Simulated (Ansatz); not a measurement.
**How fast states decay through BaH2Se2**

Aim: relax a made-up compound, BaH2Se2, and see how good a tunnel barrier it would be. It is built by putting Ba for Ca, Se for O in the CaH2O2 structure of space group C2, with the volume rescaled by atomic radii. The parent structure comes from the Materials Project.

Method: r2SCAN DFT, plane waves, PAW files, in the first sound run; inputs show where later runs differ, in Ansatz 0.2.0.

This is a report of a sequence of runs, with most program output left out.

The structure was built from a prototype and need not be the compound's stable phase.

### 1. Starting point

Symmetry: C2, No. 5, monoclinic system. The conventional cell has a = 7.686 Å, b = 4.370 Å, c = 6.097 Å, α = 90.00°, β = 97.25°, γ = 90.00°. Nearest to Ba lie 6 Se at 2.89 to 2.90 Å. Nearest to H lie 1 Se at 1.19 Å. Se has 2 H at 1.19 to 2.83 Å and 3 Ba at 2.89 to 2.90 Å nearest. It derives from CaH2O2. Ba for Ca, Se for O in the CaH2O2 structure of space group C2. Farther neighbours and most contacts between anions are not listed.

### 2. Relaxing the new crystal

The substituted atoms don't fit the parent's cell, so cell and atoms relax together. A small smearing keeps the run stable in case the gap closes on the way.

Input file input.yaml:

```yaml
crystal:
  lattice:
    - [3.8427800095, -2.1847601878, 0.0]
    - [3.8427800095, 2.1847601878, 0.0]
    - [-0.7696032947, 0.0, 6.0481210591]
  atoms:
    - { symbol: Ba, position: [0.945035, 0.054965, 0.0] }
    - { symbol: H, position: [0.14691, 0.430865, 0.583473] }
    - { symbol: H, position: [0.569135, 0.85309, 0.416527] }
    - { symbol: Se, position: [0.254064, 0.361237, 0.769702] }
    - { symbol: Se, position: [0.638763, 0.745936, 0.230298] }
kpoints:
  mp_grid: { grid: [6, 6, 4] }
scf:
  occupations: { method: gaussian, width: 0.03 }
hamiltonian:
  xc: r2scan
output:
  forces: true
  stress: true
relax:
  f_tol: 0.02
  max_steps: 60
  cell: {}
```

Run with:

```console
ansatz run input.yaml --threads 2 --pin off --max-ram 4096MiB --backend cpu --events-out ev --progress --plain --runs-dir out
```

Wall time 3.6 min (2 threads of Intel Xeon Platinum 8559C (Emerald Rapids), shared host); peak memory 0.83 GiB.

Step by step (22 of 28):

```
step  energy less that of the first step (eV)  largest force component (eV/Å)  pressure (GPa)  volume (Å³)
   1                                   0.0000                         11.0938           32.30       101.55
   2                                  -3.4329                          3.4247           11.90       116.03
   4                                  -4.3021                          0.3816            1.18       131.11
   5                                  -4.3996                          0.0921            0.53       140.40
   6                                  -4.4381                          0.0648           -0.02       145.47
   7                                  -4.4590                          0.1322            0.25       146.26
   9                                  -4.4637                          0.0687            0.10       146.13
  10                                  -4.4661                          0.0251            0.02       147.28
  11                                  -4.4667                          0.1052            0.08       147.51
  13                                  -4.4683                          0.0634            0.07       147.42
  14                                  -4.4711                          0.1374           -0.15       147.41
  15                                  -4.4626                          0.3753           -0.69       148.72
  16                                  -4.4743                          0.0942           -0.11       147.75
  18                                  -4.4773                          0.2445            0.08       145.31
  19                                  -4.4799                          0.0336           -0.05       146.16
  20                                  -4.4813                          0.0220           -0.02       145.45
  22                                  -4.4818                          0.0420            0.06       144.89
  23                                  -4.4819                          0.0098           -0.01       144.78
  24                                  -4.4820                          0.0029            0.00       144.74
 25*                                  -4.4934                          0.0040            0.05       144.74
  27                                  -4.4936                          0.0021            0.01       145.06
 28*                                  -4.4937                          0.0022            0.01       145.06
```

Relaxation steps marked * repeat the geometry before them on a plane-wave basis chosen anew for their cell, so energy and pressure can jump there. Other such steps can lie between the rows shown. Relaxation steps 8, 12, 15, 18 were tried and not accepted.

Forces are held to the 2 operations that the run works with; a distortion that breaks them can't arise in this run.

```csv
cell as run,before,after,change
a (Å),4.420,5.171,+17.0 %
b (Å),4.420,5.171,+17.0 %
c (Å),6.097,6.254,+2.6 %
α (°),96.30,90.21,-6.3 %
β (°),96.30,90.21,-6.3 %
γ (°),59.24,60.15,+1.5 %
volume (Å³/atom),20.31,29.01,+42.8 %
```

The atoms that moved most (Å, as changes of fractional coordinates times the final cell):

```csv
atom,dx,dy,dz,length
H2,0.405,-0.278,-0.267,0.559
H3,-0.405,-0.278,0.267,0.559
Se5,-0.228,0.188,-0.020,0.296
Se4,0.228,0.188,0.020,0.296
Ba1,0.000,0.180,0.000,0.180
```

The relaxed structure:

```xyz
5
Lattice="4.4657 -2.5915 0.2920 4.4657 2.5915 0.2920 -0.4347 0.0000 6.2387" Properties=species:S:1:pos:R:3 pbc="T T T"
Ba    4.4657   -2.1266    0.2920
H     2.7320    0.4581    3.5423
H     5.7646    0.4581    3.2805
Se    2.6414    0.4655    5.0018
Se    5.8552    0.4655    1.8209
```

Numbers from this step:

```yaml
free_energy: -16957.2543 eV
fermi_energy: 4.328 eV
pressure: 0.01417 GPa
```

The largest force component on a free atom ends at 0.0022 eV/Å.

### 3. The bulk crystal and its band edges

The energy window and the wavevectors of the next steps follow from the band edges, so these are searched first, off the mesh as well.

Input file input.yaml:

```yaml
crystal:
  lattice:
    - [4.4656505275, -2.5915244049, 0.2920460817]
    - [4.4656505275, 2.5915244049, 0.2920460817]
    - [-0.4346981346, 0.0, 6.2386744618]
  atoms:
    - { symbol: Ba, position: [0.9103061455, 0.0896938545, 0.0] }
    - { symbol: H, position: [0.2436140854, 0.4204017773, 0.5367149508] }
    - { symbol: H, position: [0.5795982227, 0.7563859146, 0.4632850492] }
    - { symbol: Se, position: [0.243441534, 0.4230529876, 0.7705459829] }
    - { symbol: Se, position: [0.5769470124, 0.756558466, 0.2294540171] }
kpoints:
  mp_grid: { grid: [6, 6, 4] }
  band_path: { path: [VBM, CBM], npoints: 30 }
scf:
  occupations: { method: fixed }
hamiltonian:
  xc: r2scan
output:
  eigenvalues: true
  write_potential: true
  write_density: true
  volumetric_format: npy
  elf: true
```

It took 29 s on 2 threads; peak memory 0.81 GiB.

This step gave:

```
Fermi energy        : 2.666 eV
gap on the k-mesh   : 3.325 eV
gap on path         : 3.325 eV, by band count; negative where bands overlap
direct gap on path  : 3.518 eV
edge places on path : 0, 0.7020 1/A along the path
```

The electronic bands at the labelled points (eV, zero at the Fermi level (highest filled level under fixed occupations); v1 is the highest filled band, c1 the lowest empty one):

```csv
point,v4,v3,v2,v1,c1,c2,c3,c4
VBM,-1.24,-1.23,0.00,0.00,3.52,4.02,4.45,4.97
halfway,-1.04,-1.02,-0.69,-0.21,3.65,4.33,4.56,5.38
CBM,-1.46,-0.69,-0.56,-0.50,3.32,4.77,5.01,5.91
```

ELF in the ac plane of the cell as run, not the conventional one, at fractional y = 0.420, with atoms of H and Se within 0.2 Å of it. It is the smooth field of the valence electrons, not physical close to the nuclei.

Ten even steps from '_' (0.01) to '@' (1.00), each cell a mean:
```
--++********==..____....____
##%%######%%##==__________::
%%%%**==++%%%%##::______..++
%%%%++..--##%%%%==______::##
####++--==######==______::**
++**##%%##**++==::______..--
--**@@@@@@##==..__________..
..##@@@@@@%%--______________
__==%%@@@@**..______..______
____::++==..____..::--::::__
______________..==++++++==::
..__________..--++********==
..__________..--==++++++==--
______________....::::::....
____________________________
__..::::::::________....____
```
Columns run along a (5.2 Å), rows up along c (6.3 Å). Atoms in or near the plane, at fractional coordinates: H at (0.24, 0.54), Se at (0.24, 0.77).

Electrostatic potential energy in the ac plane of the cell as run, not the conventional one, at fractional y = 0.420, with atoms of H and Se within 0.2 Å of it. With pseudopotentials it is smooth inside the atoms' cores, unlike the true potential.

Values in eV, 16 rows by 14 columns, each cell a mean:
```
  6   5   3   1   2   4   6   6   4   3   2   2   4   5
  6   0 -11 -15 -14  -5   4   6   5   4   3   4   5   6
  4 -10 -11  -5  -8 -14   0   6   6   6   5   5   6   7
  3 -12  -7  -2  -4 -13  -3   6   7   7   7   7   7   7
  4  -9 -13  -8 -11 -14   1   7   8   8   7   7   8   8
  6   1 -10 -14 -13  -3   5   8   8   8   8   8   8   8
  8   5  -3 -15 -10   3   7   8   8   8   8   8   8   8
  8   6  -5 -16 -11   4   7   8   8   8   8   8   8   8
  8   7   4   0   2   6   8   8   8   8   8   8   8   8
  8   8   7   6   7   7   8   8   8   8   8   8   8   8
  8   8   8   8   8   8   8   8   8   8   7   8   8   8
  8   8   8   8   8   8   8   8   8   7   7   7   7   8
  8   8   8   8   8   8   8   7   7   6   6   6   7   7
  7   7   8   8   8   8   7   7   6   5   5   5   6   6
  7   7   7   7   7   7   7   6   5   4   3   3   4   6
  6   7   6   6   6   7   6   6   4   3   2   2   4   5
```
Columns run along a (5.2 Å; values clipped at the 3rd and 97th percentile), rows up along c (6.3 Å). Atoms in or near the plane, at fractional coordinates: H at (0.24, 0.54), Se at (0.24, 0.77).

Valence density in the ac plane of the cell as run, not the conventional one, at fractional y = 0.420, with atoms of H and Se within 0.2 Å of it. It is the smooth field of the valence electrons, not physical close to the nuclei.

Ten steps, logarithmic in the rise over the least value, from '0' (0 e/Å³) to '9' (34 e/Å³), each cell a mean:
```
00111000000000
01233210000000
12587310000000
13798420000000
12576310000000
01233210000000
01232100000000
00132100000000
00010000000000
00000000000000
00000000000000
00000000000000
00000000000000
00000000000000
00000000000000
00000000000000
```
Columns run along a (5.2 Å), rows up along c (6.3 Å). Atoms in or near the plane, at fractional coordinates: H at (0.24, 0.54), Se at (0.24, 0.77).

The searched edges give 3.32 eV, as on the mesh.

### 4. Complex bands, plane (001), k-mesh 6×6×4

This step: r2SCAN DFT, plane waves, PAW files; complex bands by layer matching along the plane's normal (Ansatz 0.2.0).

The same crystal is laid in a cell whose first two vectors span the (001) plane (indices of the standard conventional cell, whose axes can be ordered otherwise than in the bulk input). At fixed energy and wavevector in the plane the solver finds all kz, real and complex. A few wavevectors are listed, (0, 0), (0, -0.5) and (0.5, 0) in units of the plane's reciprocal vectors; the slowest state needn't be among them.

Input file input.yaml:

```yaml
crystal:
  lattice:
    - [5.18304881, 0.0, 0.0]
    - [2.591524405, 4.475190001, 0.0]
    - [0.0, -0.026642338, 6.253743814]
  atoms:
    - { symbol: Ba, position: [0.9103061455, 0.0, 0.0] }
    - { symbol: H, position: [0.5795982227, 0.6640158627, 0.5367149508] }
    - { symbol: H, position: [0.2436140854, 0.3359841373, 0.4632850492] }
    - { symbol: Se, position: [0.5769470124, 0.6664945216, 0.7705459829] }
    - { symbol: Se, position: [0.243441534, 0.3335054784, 0.2294540171] }
kpoints:
  mp_grid: { grid: [6, 6, 4] }
scf:
  occupations: { method: fixed }
hamiltonian:
  xc: r2scan
output:
  eigenvalues: true
  transmission:
    leads: [[0, 0]]
    kpoints: [[0.0, 0.0], [0.0, -0.5], [0.5, 0.0]]
    e_range: [-1.0, 4.32]
    de: 0.11
```

Run time: 34 s. Hardware: 2 threads; peak memory 1.1 GiB.

Numbers from this step:

- level to which the leads are filled: 1.662 eV from the Fermi level
- decay constant at the filling level, zone centre: 0.4002 Å⁻¹
- decay constant at the filling level, slowest listed point: 0.4002 Å⁻¹

K parallel (0, 0); values up to 1.5 1/Å, a degenerate pair printed once or twice; energies at which all values exceed this have no row. Im kz of the slowest decaying states against energy, zero at the highest filled level on the SCF mesh:

```
energy (eV)  decay 1 (Å⁻¹)  decay 2 (Å⁻¹)  decay 3 (Å⁻¹)  decay 4 (Å⁻¹)
      -1.00          0.218          0.224          0.495          0.820
      -0.78          0.292          0.300          0.496          0.807
      -0.45          0.254          0.265          0.495          0.786
      -0.23         0.0651         0.0979          0.492          0.771
      -0.01          0.488          0.756          0.957          0.965
       0.10          0.216          0.218          0.485          0.748
       0.32          0.349          0.353          0.477          0.731
       0.54          0.421          0.425          0.469          0.714
       0.87          0.453          0.488          0.493          0.688
       1.09          0.440          0.518          0.523          0.668
       1.42          0.418          0.549          0.554          0.638
       1.64          0.400          0.563          0.568          0.616
       1.86          0.381          0.573          0.578          0.593
       2.19          0.347          0.556          0.582          0.586
       2.41          0.321          0.529          0.585          0.588
       2.74          0.274          0.483          0.584          0.587
       2.96          0.235          0.448          0.580          0.583
       3.18          0.185          0.408          0.575          0.577
       3.51         0.0291          0.331          0.555          0.556
       3.73          0.254          0.512          0.512          0.552
       4.06         0.0801          0.146          0.431          0.433
       4.28         0.0982          0.266          0.360          0.363
```

K parallel (0, -0.5); values up to 1.5 1/Å, a degenerate pair printed once or twice; energies at which all values exceed this have no row. Im kz of the slowest decaying states against energy, zero at the highest filled level on the SCF mesh:

```csv
energy (eV),decay 1 (Å⁻¹),decay 2 (Å⁻¹),decay 3 (Å⁻¹),decay 4 (Å⁻¹)
-1.00,0.307,0.445,0.767,1.21
-0.78,0.150,0.391,0.750,1.20
-0.45,0.190,0.724,1.17,1.17
-0.23,0.328,0.337,0.705,1.14
-0.01,0.397,0.495,0.686,1.12
0.10,0.418,0.551,0.676,1.11
0.32,0.451,0.635,0.655,1.08
0.54,0.475,0.633,0.696,1.07
0.87,0.502,0.598,0.761,1.04
1.09,0.515,0.573,0.790,1.02
1.42,0.529,0.532,0.820,0.985
1.64,0.503,0.535,0.832,0.964
1.86,0.471,0.538,0.840,0.943
2.19,0.417,0.537,0.844,0.915
2.41,0.377,0.534,0.843,0.897
2.74,0.304,0.522,0.836,0.873
2.96,0.242,0.509,0.828,0.842
3.18,0.154,0.491,0.811,0.817
3.51,0.454,0.765,0.797,0.849
3.73,0.420,0.733,0.781,0.848
4.06,0.355,0.687,0.751,0.848
4.28,0.0251,0.296,0.656,0.727
```

K parallel (0.5, 0); values up to 1.5 1/Å, a degenerate pair printed once or twice; energies at which all values exceed this have no row. Im kz of the slowest decaying states against energy, zero at the highest filled level on the SCF mesh:

| energy (eV) | decay 1 (Å⁻¹) | decay 2 (Å⁻¹) | decay 3 (Å⁻¹) | decay 4 (Å⁻¹) |
| --- | --- | --- | --- | --- |
| -1.00 | 0.0344 | 0.323 | 0.439 | 0.772 |
| -0.78 | 0.156 | 0.385 | 0.755 | 1.20 |
| -0.56 | 0.0490 | 0.0769 | 0.254 | 0.738 |
| -0.34 | 0.157 | 0.286 | 0.720 | 1.14 |
| -0.12 | 0.369 | 0.431 | 0.701 | 1.12 |
| -0.01 | 0.395 | 0.503 | 0.691 | 1.10 |
| 0.10 | 0.416 | 0.559 | 0.681 | 1.09 |
| 0.32 | 0.449 | 0.644 | 0.661 | 1.07 |
| 0.43 | 0.462 | 0.650 | 0.677 | 1.06 |
| 0.65 | 0.484 | 0.628 | 0.730 | 1.05 |
| 0.87 | 0.501 | 0.604 | 0.770 | 1.03 |
| 1.09 | 0.514 | 0.579 | 0.799 | 1.02 |
| 1.31 | 0.524 | 0.552 | 0.820 | 1.00 |
| 1.53 | 0.524 | 0.531 | 0.834 | 0.974 |
| 1.75 | 0.493 | 0.535 | 0.843 | 0.952 |
| 1.97 | 0.460 | 0.537 | 0.848 | 0.932 |
| 2.19 | 0.423 | 0.536 | 0.849 | 0.913 |
| 2.41 | 0.383 | 0.532 | 0.848 | 0.895 |
| 2.63 | 0.337 | 0.525 | 0.843 | 0.880 |
| 2.85 | 0.282 | 0.515 | 0.835 | 0.865 |
| 2.96 | 0.249 | 0.507 | 0.831 | 0.850 |
| 3.18 | 0.163 | 0.490 | 0.818 | 0.821 |
| 3.40 | 0.466 | 0.787 | 0.807 | 0.849 |
| 3.62 | 0.436 | 0.756 | 0.791 | 0.848 |
| 3.84 | 0.398 | 0.724 | 0.773 | 0.848 |
| 4.06 | 0.352 | 0.692 | 0.752 | 0.846 |
| 4.28 | 0.0370 | 0.293 | 0.661 | 0.727 |

At the listed wavevectors the last open channel is at -0.01 eV and the next at +3.40 eV on the grid. At +1.64 eV, the grid energy nearest the filling level (the middle of the gap on the SCF mesh), the slowest state at the listed wavevectors decays with κ = 0.400 Å⁻¹, its amplitude falling by e over 2.5 Å. Through 1 nm of this crystal that state's transmission falls by exp(−2 × 0.400 Å⁻¹ × 10 Å) = 3.3e-4.

### 5. Complex bands, plane (100), k-mesh 4×6×6

The same for the (100) plane, at (0, 0) and (0.5, 0), to see how the decay depends on direction.

Input file input.yaml:

```yaml
crystal:
  lattice:
    - [6.253800565, 0.0, 0.0]
    - [0.0, 5.18304881, 0.0]
    - [-0.01906513, 2.591524405, 4.475149391]
  atoms:
    - { symbol: Ba, position: [0.0, 0.9103061455, 0.0] }
    - { symbol: H, position: [0.5367149508, 0.5795982227, 0.6640158627] }
    - { symbol: H, position: [0.4632850492, 0.2436140854, 0.3359841373] }
    - { symbol: Se, position: [0.7705459829, 0.5769470124, 0.6664945216] }
    - { symbol: Se, position: [0.2294540171, 0.243441534, 0.3335054784] }
kpoints:
  mp_grid: { grid: [4, 6, 6] }
scf:
  occupations: { method: fixed }
hamiltonian:
  xc: r2scan
output:
  eigenvalues: true
  transmission:
    leads: [[0, 0]]
    kpoints: [[0.0, 0.0], [0.5, 0.0]]
    e_range: [-1.0, 4.32]
    de: 0.11
```

Elapsed: 46 s, on 2 threads; peak memory 1.5 GiB.

Numbers from this step:

```yaml
decay_constant_at_the_filling_level_zone_centre: 0.2682 Å⁻¹
decay_constant_at_the_filling_level_slowest_listed_point: 0.2682 Å⁻¹
```

K parallel (0, 0); values up to 1.5 1/Å, a degenerate pair printed once or twice; energies at which all values exceed this have no row. Table of Im kz of the slowest decaying states by energy, zero at the highest filled level on the SCF mesh:

```csv
energy (eV),decay 1 (Å⁻¹),decay 2 (Å⁻¹),decay 3 (Å⁻¹),decay 4 (Å⁻¹)
-1.00,0.0308,0.755,0.758,0.863
-0.78,0.0643,0.721,0.739,0.851
-0.56,0.0135,0.697,0.724,0.838
-0.34,0.198,0.692,0.709,0.823
-0.12,0.285,0.694,0.706,0.808
-0.01,0.313,0.686,0.717,0.800
0.10,0.0983,0.216,0.335,0.679
0.32,0.166,0.355,0.368,0.664
0.43,0.188,0.380,0.397,0.656
0.65,0.219,0.399,0.455,0.640
0.87,0.24,0.411,0.493,0.623
1.09,0.254,0.418,0.519,0.605
1.31,0.263,0.421,0.536,0.586
1.53,0.267,0.420,0.547,0.566
1.75,0.268,0.416,0.545,0.552
1.97,0.264,0.408,0.522,0.554
2.19,0.257,0.394,0.498,0.551
2.41,0.246,0.375,0.472,0.546
2.63,0.229,0.346,0.443,0.527
2.85,0.207,0.304,0.411,0.501
2.96,0.193,0.275,0.394,0.489
3.18,0.156,0.185,0.355,0.465
3.40,0.0961,0.310,0.442,0.483
3.62,0.256,0.419,0.460,0.594
3.84,0.0249,0.216,0.396,0.432
4.06,0.0629,0.185,0.370,0.399
4.28,0.0978,0.124,0.340,0.358
```

K parallel (0.5, 0); values up to 1.5 1/Å, a degenerate pair printed once or twice; energies at which all values exceed this have no row. Im kz of the slowest decaying states against energy, zero at the highest filled level on the SCF mesh:

| energy (eV) | decay 1 (Å⁻¹) | decay 2 (Å⁻¹) | decay 3 (Å⁻¹) | decay 4 (Å⁻¹) |
| --- | --- | --- | --- | --- |
| -1.00 | 0.00689 | 0.455 | 0.750 | 1.04 |
| -0.78 | 0.295 | 0.755 | 0.949 | 1.05 |
| -0.56 | 0.299 | 0.548 | 0.904 | 1.03 |
| -0.34 | 0.229 | 0.401 | 0.909 | 1.01 |
| -0.12 | 0.146 | 0.245 | 0.399 | 0.432 |
| -0.01 | 0.213 | 0.327 | 0.437 | 0.441 |
| 0.10 | 0.259 | 0.379 | 0.449 | 0.467 |
| 0.32 | 0.322 | 0.443 | 0.461 | 0.511 |
| 0.43 | 0.345 | 0.465 | 0.465 | 0.529 |
| 0.65 | 0.381 | 0.471 | 0.496 | 0.559 |
| 0.87 | 0.406 | 0.476 | 0.516 | 0.582 |
| 1.09 | 0.425 | 0.479 | 0.528 | 0.601 |
| 1.31 | 0.437 | 0.480 | 0.535 | 0.617 |
| 1.53 | 0.445 | 0.480 | 0.537 | 0.630 |
| 1.75 | 0.449 | 0.478 | 0.535 | 0.641 |
| 1.97 | 0.449 | 0.476 | 0.530 | 0.650 |
| 2.19 | 0.446 | 0.473 | 0.522 | 0.658 |
| 2.41 | 0.439 | 0.469 | 0.511 | 0.654 |
| 2.63 | 0.429 | 0.464 | 0.498 | 0.617 |
| 2.85 | 0.414 | 0.459 | 0.481 | 0.577 |
| 2.96 | 0.405 | 0.455 | 0.471 | 0.556 |
| 3.18 | 0.382 | 0.441 | 0.450 | 0.518 |
| 3.40 | 0.350 | 0.417 | 0.424 | 0.483 |
| 3.62 | 0.302 | 0.386 | 0.394 | 0.445 |
| 3.84 | 0.219 | 0.350 | 0.359 | 0.400 |
| 4.06 | 0.309 | 0.315 | 0.337 | 0.552 |
| 4.28 | 0.237 | 0.260 | 0.263 | 0.526 |

At the listed wavevectors the last open channel is at -0.01 eV and the next at +3.40 eV on the grid. At +1.64 eV, the grid energy nearest the filling level (the middle of the gap on the SCF mesh), the slowest state at the listed wavevectors decays with κ = 0.268 Å⁻¹, its amplitude falling by e over 3.7 Å; the first such run, plane (001), gave 0.400 Å⁻¹.

(Continued in part 2 of 2.)

[Logs are printed without paths, hosts, clocks, repeated set-up lines and the standing remarks that a program may print on its own settings, such as how far it seeks lower states.]

[Hosts, paths, dates, database ids (printed as entryN), source tags and the programs' standing remarks are cut or masked in the printed files.]
